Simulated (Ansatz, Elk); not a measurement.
# HAuS2: X-ray structure factors from the self-consistent density

The structure of HAuS2 used here is made up (a known structure type with other elements) and was relaxed beforehand with PBE. The aim is the Fourier transform of its all-electron density, F(hkl), set beside the sum over free spherical atoms that refinements use.

Main program and level: Elk 11.2.3 (patched build); DFT, PBE, all-electron APW+lo, Dirac cores, scalar-relativistic bands, static density, no spin.

The structure was built from a prototype and need not be the compound's stable phase.

## (1) Starting point

Symmetry: Pmn2_1, No. 31, orthorhombic system. Conventional cell: a = 3.537 Å, b = 9.592 Å, c = 5.411 Å, α = 90.00°, β = 90.00°, γ = 90.00°. Au has 4 S at 2.36 to 2.39 Å nearest. Nearest to S lie 1 H at 2.20 Å and 2 Au at 2.36 Å. Nearest to S lie 1 H at 1.41 Å and 2 Au at 2.39 Å. Nearest to H lie 1 S at 1.41 Å. Farther neighbours and most contacts between anions are not listed.

## (2) Ground state and structure factors

An all-electron density is needed, since X-rays see the cores too. Task 0 finds the density and task 195 Fourier-transforms it; tshift is off so that phases refer to the origin typed.

The input, elk.in:

```
tasks
  0
  195

xctype
  20

spinpol
  .false.

rgkmax
  7.0

gmaxvr
  14.0

lmaxo
  7

lmaxapw
  8

swidth
  0.002

tshift
  .false.

ramdisk
  .false.

hmaxvr
  5.5

maxscl
  120

epspot
  1e-06

sppath
  './'

avec
  6.68324953275 0.00000000000 0.00000000000
  0.00000000000 18.12650028723 0.00000000000
  0.00000000000 0.00000000000 10.22595659349

atoms
  3
  'Au.in'
  2
  0.0000000000 0.7729120841 0.2806323236   0.000000 0.000000 0.000000
  0.5000000000 0.2270879159 0.7806323236   0.000000 0.000000 0.000000
  'S.in'
  4
  -0.0000000000 0.1248769393 0.0045251660   0.000000 0.000000 0.000000
  0.0000000000 0.3368195214 0.5547153881   0.000000 0.000000 0.000000
  0.5000000000 0.6631804786 0.0547153881   0.000000 0.000000 0.000000
  0.5000000000 0.8751230607 0.5045251660   0.000000 0.000000 0.000000
  'H.in'
  2
  0.5000000000 0.7505181511 0.8453271224   0.000000 0.000000 0.000000
  0.0000000000 0.2494818489 0.3453271224   0.000000 0.000000 0.000000

ngridk
  6 3 4
```

Command:

```bash
$ OMP_NUM_THREADS=4 elk
```

Output:

```text
┌─────────────────────────┐
│ Elk code version 11.2.3 │
└─────────────────────────┘

All units are atomic (Hartree, Bohr, etc.)

┌─────────────────────────────────────────────────┐
│ Ground-state run starting from atomic densities │
└─────────────────────────────────────────────────┘

Lattice vectors :
   6.683249533       0.000000000       0.000000000
   0.000000000       18.12650029       0.000000000
   0.000000000       0.000000000       10.22595659

Reciprocal lattice vectors :
  0.9401392655       0.000000000       0.000000000
   0.000000000      0.3466298076       0.000000000
   0.000000000       0.000000000      0.6144349675

Unit cell volume      :    1238.812514
Brillouin zone volume :   0.2002322471

Muffin-tin inner radius fraction :   0.1000000000E-01

Nuclei treated as point charges

Species : 1 (Au)
 parameters loaded from : Au.in
 name : gold
 nuclear charge    :   -79.00000000
 electronic charge :    79.00000000
 atomic mass :    359048.0562
 muffin-tin radius :    2.800000000
 number of radial points in muffin-tin :   1393
 inner part over the whole radius :   0.9928931119E-02
 number on inner part of muffin-tin    :   1000
 approximate nuclear radius :   0.1033733540E-03
 number of mesh points to nuclear radius :    523
 atomic positions (lattice), magnetic fields (Cartesian) :
  1 :   0.00000000  0.77291208  0.28063232    0.00000000  0.00000000  0.00000000
  2 :   0.50000000  0.22708792  0.78063232    0.00000000  0.00000000  0.00000000

Species : 2 (S)
 parameters loaded from : S.in
 name : sulphur
 nuclear charge    :   -16.00000000
 electronic charge :    16.00000000
 atomic mass :    58450.91931
 muffin-tin radius :    1.596768780
 number of radial points in muffin-tin :    793
 inner part over the whole radius :   0.9911938929E-02
 number on inner part of muffin-tin    :    549
 approximate nuclear radius :   0.6195814986E-04
 number of mesh points to nuclear radius :    256
 atomic positions (lattice), magnetic fields (Cartesian) :
  1 :   0.00000000  0.12487694  0.00452517    0.00000000  0.00000000  0.00000000
  2 :   0.00000000  0.33681952  0.55471539    0.00000000  0.00000000  0.00000000
  3 :   0.50000000  0.66318048  0.05471539    0.00000000  0.00000000  0.00000000
  4 :   0.50000000  0.87512306  0.50452517    0.00000000  0.00000000  0.00000000

Species : 3 (H)
 parameters loaded from : H.in
 name : hydrogen
 nuclear charge    :   -1.000000000
 electronic charge :    1.000000000
 atomic mass :    1837.362221
 muffin-tin radius :    1.016125587
 number of radial points in muffin-tin :    393
 inner part over the whole radius :   0.9801311310E-02
 number on inner part of muffin-tin    :    255
 approximate nuclear radius :   0.2766748019E-04
 number of mesh points to nuclear radius :     79
 atomic positions (lattice), magnetic fields (Cartesian) :
  1 :   0.50000000  0.75051815  0.84532712    0.00000000  0.00000000  0.00000000
  2 :   0.00000000  0.24948185  0.34532712    0.00000000  0.00000000  0.00000000

Total number of atoms per unit cell :    8
Total muffin-tin volume :    260.9082619
 ratio of muffin-tin to unit cell volume :   0.2106115807

Spin treatment :
 spin-unpolarised

Number of Bravais lattice symmetries :    8
Number of crystal symmetries         :    4
Crystal has no inversion symmetry
Complex Hermitian eigensolver will be used

k-point grid :      6     3     4
k-point offset :    0.000000000       0.000000000       0.000000000
k-point set is reduced with full crystal symmetry group
Total number of k-points :       32

Muffin-tin radius times maximum |G+k| :    7.000000000
 using average radius
Maximum |G+k| for APW functions       :    3.994485814
Maximum (1/2)|G+k|²                   :    7.977958459
Maximum |G| for potential and density :    14.00000000
Constant for pseudocharge density :   10
 order of it for each species :   17  17  10
 order of it for pair densities of each species (exact exchange by exxq0 0: 18) :   17   7   3
Radial integration step length :    1

[...]
at k-point 22

Charges :
 core                        :    136.0000000
 valence                     :    88.00000000
 interstitial                :    16.97028977
 muffin-tins (core leakage)
  species : 1 (Au)
[...]
species : 2 (S)
[...]
species : 3 (H)
   atom 1                    :   0.4842730877     (   0.000000000    )
   atom 2                    :   0.4842730877     (   0.000000000    )
 total in muffin-tins        :    207.0297102
 total calculated charge     :    223.9830457
 total charge                :    224.0000000
 error                       :   0.1695426057E-01

RMS change in Kohn-Sham potential (target) :    56.72101453     (  0.1000000000E-05)
Absolute change in total energy (target)   :   0.8069163290     (  0.1000000000E-03)

[... loops 3 to 22 left out ...]

┌──────────────────┐
│ Loop number : 23 │
└──────────────────┘

Energies :
 Fermi                       :     0.96766727855908E-01
 sum of occupied eigenvalues :     -24369.500015370
 electron kinetic            :      45380.459071031
 core electron kinetic       :      43558.941699895
 Coulomb                     :     -84240.140710721
 Coulomb potential           :     -68659.990104703
 nuclear-nuclear             :     -2317.5472646570
 electron-nuclear            :     -95213.538785982
 Hartree                     :      13290.945339918
 Madelung                    :     -49910.145658370
 xc potential                :     -1089.9689816982
 exchange                    :     -821.84579993583
 correlation                 :     -12.271525683277
 electron entropic           :    -0.30453658078023E-06
 total energy                :     -39693.798965614

Density of states at Fermi energy :   0.6051070359E-02
 (states/Hartree/unit cell)

Estimated indirect band gap :   0.4397591394E-01
 from k-point 8 to k-point 11
Estimated direct band gap   :   0.5488195480E-01
 at k-point 3

Charges :
 core                        :    136.0000000
 valence                     :    88.00000000
 interstitial                :    16.22200187
 muffin-tins (core leakage)
  species : 1 (Au)
[...]
species : 2 (S)
[...]
species : 3 (H)
   atom 1                    :   0.4565711696     (   0.000000000    )
   atom 2                    :   0.4565711696     (   0.000000000    )
 total in muffin-tins        :    207.7779981
 total calculated charge     :    223.9835932
 total charge                :    224.0000000
 error                       :   0.1640677915E-01

RMS change in Kohn-Sham potential (target) :   0.5499772593E-06 (  0.1000000000E-05)
Absolute change in total energy (target)   :   0.1736640115E-05 (  0.1000000000E-03)

Convergence targets achieved

┌──────────────────┐
│ Loop number : 24 │
└──────────────────┘

Energies :
 Fermi                       :     0.96766727815427E-01
 sum of occupied eigenvalues :     -24369.500015596
 electron kinetic            :      45380.459070655
 core electron kinetic       :      43558.941699475
 Coulomb                     :     -84240.140710997
 Coulomb potential           :     -68659.990104231
 nuclear-nuclear             :     -2317.5472646570
 electron-nuclear            :     -95213.538787005
 Hartree                     :      13290.945340665
 Madelung                    :     -49910.145658881
 xc potential                :     -1089.9689820198
 exchange                    :     -821.84579994875
 correlation                 :     -12.271525683594
 electron entropic           :    -0.30453658896066E-06
 total energy                :     -39693.798966279

Density of states at Fermi energy :   0.6051070535E-02
 (states/Hartree/unit cell)

Estimated indirect band gap :   0.4397591379E-01
 from k-point 8 to k-point 11
Estimated direct band gap   :   0.5488195468E-01
 at k-point 3

Charges :
 core                        :    136.0000000
 valence                     :    88.00000000
 interstitial                :    16.22200187
 muffin-tins (core leakage)
  species : 1 (Au)
[...]
species : 2 (S)
[...]
atom 2                    :    12.43493969     (  0.3805043140E-02)
   atom 3                    :    12.43493969     (  0.3805043140E-02)
   atom 4                    :    12.40028605     (  0.3788410563E-02)
  species : 3 (H)
   atom 1                    :   0.4565711696     (   0.000000000    )
   atom 2                    :   0.4565711696     (   0.000000000    )
 total in muffin-tins        :    207.7779981
 total calculated charge     :    223.9835932
 total charge                :    224.0000000
 error                       :   0.1640677916E-01

┌──────────────────────────────┐
│ Self-consistent loop stopped │
└──────────────────────────────┘

Warning : core states of species 2 leak from the muffin-tin :   0.3805043140E-02

Wrote STATE.OUT
```

Elapsed: 6.8 min, on 4 threads of Intel Xeon Platinum 8559C (Emerald Rapids), shared host; peak memory 0.58 GiB.

SFACRHO.OUT:

```text

h k l indices transformed by vhmat matrix:
   1.000000000       0.000000000       0.000000000    
   0.000000000       1.000000000       0.000000000    
   0.000000000       0.000000000       1.000000000    

      h      k      l  multipl.   |H|            Re(F)            Im(F)           |F|

      0      0      0      1   0.0000000       224.00000      0.32620859E-15   224.00000    
      0      1      0      1  0.34662981       28.243896     -0.56579066E-14   28.243896    
      0     -1      0      1  0.34662981       28.243896      0.56579066E-14   28.243896    
      0      0      1      1  0.61443497     -0.46073324E-13  0.10904482E-13  0.47346160E-13
      0      0     -1      1  0.61443497     -0.46031351E-13 -0.11030399E-13  0.47334501E-13
      0      2      0      1  0.69325962      -157.72889      0.10097742E-12   157.72889    
      0     -2      0      1  0.69325962      -157.72889     -0.10206294E-12   157.72889    
      0      1      1      1  0.70546620       151.08026       24.636492       153.07581    
      0      1     -1      1  0.70546620      -151.08026       24.636492       153.07581    
      0     -1     -1      1  0.70546620       151.08026      -24.636492       153.07581    
      0     -1      1      1  0.70546620      -151.08026      -24.636492       153.07581    
      0     -2     -1      1  0.92635804       31.618440      -55.570234       63.935723    
      0     -2      1      1  0.92635804      -31.618440      -55.570234       63.935723    
      0      2     -1      1  0.92635804      -31.618440       55.570234       63.935723    
      0      2      1      1  0.92635804       31.618440       55.570234       63.935723    
     -1      0      0      2  0.94013927      0.83945201E-15 -0.11208434E-13  0.11239825E-13
      1     -1      0      2   1.0020050     -0.30119341E-13   99.812715       99.812715    
      1      1      0      2   1.0020050     -0.11805843E-13  -99.812715       99.812715
```

Elk indexes on the primitive cell of elk.in and gives |H| = 4π sin θ/λ in inverse bohr. Below, one row stands for each form hkl of the conventional cell (m members, Friedel mates merged), F is for one primitive cell and the density is static (no thermal factor). Free-atom factors are Waasmaier and Kirfel's, and R is Σm||F|−|F'||/Σm|F|. Elk warned that it couldn't find a linearisation energy, which lowers the accuracy of some states in this run and its variants.

| hkl | m | sin θ/λ (Å⁻¹) | abs F, DFT | neutral atoms | diff. | abs of complex diff. |
| --- | --- | --- | --- | --- | --- | --- |
| 010 | 2 | 0.052 | 28.244 | 28.175 | +0.068 | 0.068 |
| 001 | 2 | 0.092 | 0.000 | 0.000 | +0.000 | 0.000 |
| 020 | 2 | 0.104 | 157.729 | 158.105 | -0.376 | 0.376 |
| 011 | 4 | 0.106 | 153.076 | 153.402 | -0.327 | 0.329 |
| 021 | 4 | 0.139 | 63.936 | 63.760 | +0.175 | 0.353 |
| 100 | 2 | 0.141 | 0.000 | 0.000 | +0.000 | 0.000 |
| 110 | 4 | 0.151 | 99.813 | 100.669 | -0.856 | 0.856 |
| 030 | 2 | 0.156 | 51.820 | 52.093 | -0.273 | 0.273 |
| 101 | 4 | 0.169 | 132.809 | 133.192 | -0.383 | 0.385 |
| 120 | 4 | 0.176 | 36.453 | 36.671 | -0.218 | 0.218 |
| 111 | 8 | 0.177 | 34.450 | 34.230 | +0.220 | 0.400 |
| 031 | 4 | 0.182 | 121.430 | 121.967 | -0.537 | 0.539 |
| 002 | 2 | 0.185 | 93.038 | 93.928 | -0.890 | 0.892 |
| 012 | 4 | 0.192 | 17.921 | 17.791 | +0.131 | 0.148 |
| 121 | 8 | 0.199 | 128.741 | 129.007 | -0.266 | 0.301 |
| 040 | 2 | 0.208 | 78.110 | 78.302 | -0.193 | 0.193 |
| 130 | 4 | 0.211 | 136.051 | 136.428 | -0.377 | 0.377 |
| 022 | 4 | 0.212 | 117.660 | 118.226 | -0.566 | 0.577 |

## (3) The highest occupied states alone

An energy window below the Fermi level keeps the highest occupied states, to see at which angles they scatter; shallow core shells can lie inside it and anion s states outside. No new self-consistency is needed.

elk.in: that of step 2 with these lines changed.

```diff
@@ -1,3 +1,2 @@
 tasks
-  0
   195
@@ -40,2 +39,5 @@
 
+wsfac
+  -0.454470 0.396770
+
 sppath
```

Command:

```bash
$ OMP_NUM_THREADS=4 elk
```

Output:

```text
┌─────────────────────────────────┐
│ Elk code version 11.2.3 started │
└─────────────────────────────────┘

Info(readinput): the functional depends on the density's gradient
 muffin-tin radial points multiplied by    2.00000
 (not where nrmtscf is given)

┌────────────────────┐
│ Current task : 195 │
└────────────────────┘
Info(checkmt): changed muffin-tin radius of species 2 (S) from   2.2000 to   1.5968
Info(checkmt): changed muffin-tin radius of species 3 (H) from   1.4000 to   1.0161

Warning(linengy): could not find 2 linearisation energies in s.c. loop 1

Info(sfacrho): density structure factors written to SFACRHO.OUT

 Energy window :  -0.4544700000      0.3967700000

┌──────────────────┐
│ Elk code stopped │
└──────────────────┘
```

The job ended after 17 s (4 threads; peak memory 0.29 GiB).

States within 15 eV below the Fermi level hold 48.00 electrons; any levels below the window count with the cores. Their amplitudes can exceed the total, where window and core parts have opposite phase:

| hkl | sin θ/λ (Å⁻¹) | abs F, window | abs F, all |
| --- | --- | --- | --- |
| 010 | 0.052 | 5.082 | 28.244 |
| 001 | 0.092 | 0.000 | 0.000 |
| 020 | 0.104 | 21.070 | 157.729 |
| 011 | 0.106 | 16.690 | 153.076 |
| 021 | 0.139 | 12.901 | 63.936 |
| 100 | 0.141 | 0.000 | 0.000 |
| 110 | 0.151 | 1.261 | 99.813 |
| 030 | 0.156 | 3.185 | 51.820 |
| 101 | 0.169 | 10.165 | 132.809 |
| 120 | 0.176 | 2.231 | 36.453 |

## (4) Another functional

The difference from free atoms is small, so it is set against the change that LDA (Perdew-Wang) makes.

elk.in: that of step 3 with these lines changed.

```diff
@@ -1,2 +1,3 @@
 tasks
+  0
   195
@@ -4,3 +5,3 @@
 xctype
-  20
+  3
 
@@ -39,5 +40,2 @@
 
-wsfac
-  -0.454470 0.396770
-
 sppath
```

Command:

```bash
$ OMP_NUM_THREADS=4 elk
```

Output:

```text
┌─────────────────────────┐
│ Elk code version 11.2.3 │
└─────────────────────────┘

All units are atomic (Hartree, Bohr, etc.)

┌─────────────────────────────────────────────────┐
│ Ground-state run starting from atomic densities │
└─────────────────────────────────────────────────┘

Lattice vectors :
   6.683249533       0.000000000       0.000000000
   0.000000000       18.12650029       0.000000000
   0.000000000       0.000000000       10.22595659

Reciprocal lattice vectors :
  0.9401392655       0.000000000       0.000000000
[...]
atom 4                    :    12.39960725     (  0.3846395702E-02)
  species : 3 (H)
   atom 1                    :   0.4420659629     (   0.000000000    )
   atom 2                    :   0.4420659629     (   0.000000000    )
 total in muffin-tins        :    207.7737694
 total calculated charge     :    223.9833462
 total charge                :    224.0000000
 error                       :   0.1665379732E-01

┌──────────────────────────────┐
│ Self-consistent loop stopped │
└──────────────────────────────┘

Warning : core states of species 2 leak from the muffin-tin :   0.3866861314E-02

Wrote STATE.OUT
[key lines of the parts left out:]
total energy                :     -39667.958131277
```

It took 4.3 min on 4 threads; peak memory 0.54 GiB.

Against the first run R = 0.02 %; the largest change is +0.080 at 110.

## (5) Basis size

A smaller basis shows how fast F responds to it; the change is likely larger than the basis error of the first run, but doesn't show convergence.

elk.in: that of step 4 with these lines changed.

```diff
@@ -5,3 +5,3 @@
 xctype
-  3
+  20
 
@@ -11,3 +11,3 @@
 rgkmax
-  7.0
+  5.5
```

Command:

```bash
$ OMP_NUM_THREADS=4 elk
```

Output:

```text
┌─────────────────────────┐
│ Elk code version 11.2.3 │
└─────────────────────────┘

All units are atomic (Hartree, Bohr, etc.)

┌─────────────────────────────────────────────────┐
│ Ground-state run starting from atomic densities │
└─────────────────────────────────────────────────┘

Lattice vectors :
   6.683249533       0.000000000       0.000000000
   0.000000000       18.12650029       0.000000000
   0.000000000       0.000000000       10.22595659

Reciprocal lattice vectors :
  0.9401392655       0.000000000       0.000000000
[...]
atom 4                    :    12.38289784     (  0.3777253374E-02)
  species : 3 (H)
   atom 1                    :   0.4490609521     (   0.000000000    )
   atom 2                    :   0.4490609521     (   0.000000000    )
 total in muffin-tins        :    207.6916836
 total calculated charge     :    223.9835037
 total charge                :    224.0000000
 error                       :   0.1649625151E-01

┌──────────────────────────────┐
│ Self-consistent loop stopped │
└──────────────────────────────┘

Warning : core states of species 2 leak from the muffin-tin :   0.3793902200E-02

Wrote STATE.OUT
[key lines of the parts left out:]
total energy                :     -39693.767750757
```

Run time: 2 min. Hardware: 4 threads; peak memory 0.34 GiB.

Against the first run R = 0.01 %; the largest change is +0.033 at 152.

## (6) Settings against the effect

| run | R against the first run (%) | R against neutral atoms, low angle (%) | wall time |
| --- | --- | --- | --- |
| PBE, rgkmax 7 | 0.00 | 0.32 | 6.8 min |
| LDA (Perdew-Wang) | 0.02 | 0.32 | 4.3 min |
| rgkmax 5.5 | 0.01 | 0.32 | 2 min |

## (7) Outcome

| Item | Value |
| --- | --- |
| R against neutral atoms, sin θ/λ < 0.3 Å⁻¹ | 0.32 % |
| R against neutral atoms, 0.3 to 0.51 Å⁻¹ | 0.19 % |

What this shows: Independent neutral atoms miss the calculated amplitudes by R = 0.32 % below 0.3 Å⁻¹ and 0.19 % from there to 0.51 Å⁻¹; by shells, 0.23 % below 0.15 Å⁻¹ (4 forms), 0.33 % 0.15 to 0.3 (28 forms), 0.22 % 0.3 to 0.45 (66 forms), 0.13 % above 0.45 (41 forms). Bonding, aspherical density and the tables' own atoms all enter these figures, and the runs don't part them. The largest change of an amplitude is -0.89 electrons, at 002. R counts amplitudes alone; phases shift too. The window's part falls from 48.0 electrons at the origin to at most 0.97 between 0.45 and 0.51 Å⁻¹, where compact states inside the window still scatter. Below 0.3 Å⁻¹ the changes that finished (LDA (Perdew-Wang) and rgkmax 5.5) move F by R = 0.02 % at most, against the 0.32 % that separates it from free atoms. The k-mesh has no finished test. Spin-orbit coupling is left out, which can matter for elements this heavy. Part of the difference isn't bonding: the tables are fits to free atoms and ions calculated by other methods than this functional. Thermal motion, anomalous dispersion and extinction are left out.

[Logs are printed without paths, hosts, clocks, repeated set-up lines and the standing remarks that a program may print on its own settings, such as how far it seeks lower states.]

[Hosts, paths, dates, database ids (printed as entryN), source tags and the programs' standing remarks are cut or masked in the printed files.]
